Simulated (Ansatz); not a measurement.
SnSe2 (P-3m1), computed twice by G0W0.

```xyz
3
Lattice="3.8110 0.0000 0.0000 -1.9055 3.3004 0.0000 0.0000 0.0000 6.1360" Properties=species:S:1:pos:R:3 pbc="T T T"
Sn    0.0000    0.0000    0.0000
Se    0.0000    2.2003    1.6042
Se    1.9055    1.1001    4.5318
```

Geometry: measured cell, ions relaxed with PBE. The runs that relaxed it are not among those shown.

The first (Ansatz 0.2.0; start PBE, 6×6×4 mesh, 321 empty bands, screening to 150 eV, PAW set soft_1 files; 1 × NVIDIA H100 80GB HBM3 (shared by 6 runs) with 2 threads of AMD EPYC 7R13 (Zen 3), shared host) gave, on its mesh: starting gap 0.70 eV, G0W0 gap 1.17 eV, RPA ε∞ (mean) 13.28, 56 s.

The second gave: starting gap 2.76 eV, G0W0 gap 1.90 eV, RPA ε∞ (mean) 6.00, 69 s.

**Question.** What was changed in the input? Choose among start, files, mesh, bands and cutoff, frequency model or another key.

Changed: start from PBE to PBE with 40 % exact exchange. A jump of this size in the start, with ε∞ moving the other way, marks another functional. Other changes could give like numbers; this is the one that was made.

Limits: not at the basis limit; no spin-orbit coupling; coarse k mesh.

[Paths, hosts, dates, memory and timing lines, banners, echoed tables and standing remarks are left out of the program output.]

[Logs are printed without paths, hosts, clocks, repeated set-up lines and the standing remarks that a program may print on its own settings, such as how far it seeks lower states.]

[Runs of the session that timed out or met a known fault of the program may be left out.]

[Cells called generated may have been cut or substituted from an entry of the Crystallography Open Database or the Materials Project.]

[Hosts, paths, dates, database ids (printed as entryN), source tags and the programs' standing remarks are cut or masked in the printed files.]
